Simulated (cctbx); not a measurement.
# Reading a Patterson map

Space group Cmce (no. 64), a = 12.4080 Å, b = 15.2620 Å, c = 6.1390 Å, α = 90.00°, β = 90.00°, γ = 90.00°, content V16 K16 Al8 Li8.

The data are simulated with cctbx, not measured: Mo Kα, λ = 0.71073 Å, to d = 0.77 Å, 50 % of the full sphere, strongest reflection 70000 counts, noise from counting, a 1.5 % proportional error and a noise floor of 4 counts (s.d.); no absorption.

Patterson synthesis, origin scaled to 1000:

```text
Patterson group C m m m
      u       v       w   height  length (A)
  0.000   0.000   0.000   1000.0     0.00
  0.250   0.000   0.500    853.5     4.36
  0.000   0.500   0.000    824.4     7.63
  0.000   0.237   0.000    482.5     3.62
  0.250   0.250   0.500    469.2     5.80
  0.000   0.076   0.500    423.4     3.28
  0.250   0.075   0.000    398.5     3.31
  0.000   0.424   0.500    367.2     7.16
  0.000   0.305   0.500    290.5     5.58
  0.250   0.194   0.000    269.6     4.29
  0.000   0.193   0.500    262.4     4.25
  0.125   0.400   0.256    135.7     6.48
  0.125   0.100   0.244    135.1     2.64
  0.125   0.172   0.257     99.2     3.44
```

Q: Assign the vectors.

A peak at u stands for all pairs with xi − xj = u, with weight Σ ZiZj against Σ Z² = 15664 at the origin. Peak heights follow these weights only roughly, since form factors, motion and series ripples differ, all vectors within 0.55 Å of a peak are counted as merged into it though the farther ones add only part of their weight, and F(000) is left out, which lowers the whole map:

| u | v | w | shortest length (Å) | height | 1000 ΣZiZj/ΣZ² | pairs in the cell |
| --- | --- | --- | --- | --- | --- | --- |
| 0.250 | 0.000 | 0.500 | 4.36 | 854 | 974 | 16 × V–V, 16 × K–K, 4 × Al–Al, 8 × Al–Li, 4 × Li–Li |
| 0.000 | 0.500 | 0.000 | 6.20 | 824 | 949 | 16 × V–V, 16 × K–K, 16 × Al–Li |
| 0.000 | 0.237 | 0.000 | 3.62 | 482 | 446 | 16 × V–K |
| 0.250 | 0.250 | 0.500 | 5.80 | 469 | 893 | 32 × V–K |
| 0.000 | 0.076 | 0.500 | 3.28 | 423 | 446 | 16 × V–K |
| 0.250 | 0.075 | 0.000 | 3.31 | 398 | 446 | 16 × V–K |
| 0.000 | 0.424 | 0.500 | 7.02 | 367 | 446 | 16 × V–K |
| 0.000 | 0.305 | 0.500 | 5.58 | 290 | 270 | 8 × V–V |
| 0.250 | 0.194 | 0.000 | 4.29 | 270 | 270 | 8 × V–V |
| 0.000 | 0.193 | 0.500 | 4.25 | 262 | 362 | 8 × V–V, 4 × K–K |

The table stops at ten peaks or at a height of 45, below which ripples compete. In the model behind the data V, the heaviest element, has 2 independent sites: (1/2, 0.1002, 0.2719) and (1/4, 0.9017, 1/4), up to an allowed shift of origin; the V–V vectors are differences of these positions and their symmetry mates. The whole model:

```csv
atom,mult.,x,y,z,Ueq (Å²)
V1,8,1/2,0.1002,0.2719,0.0254
V2,8,1/4,0.9017,1/4,0.0222
K1,8,3/4,0.1798,1/4,0.0235
K2,8,1/2,0.3313,0.2754,0.0299
Al1,8,0.6336,0,1/2,0.0319
Li1,8,0.8771,0,1/2,0.0321
```

This is a model crystal, built by substitution and not relaxed, with assumed displacement parameters.

[Logs are printed without paths, hosts, clocks, repeated set-up lines and the standing remarks that a program may print on its own settings, such as how far it seeks lower states.]
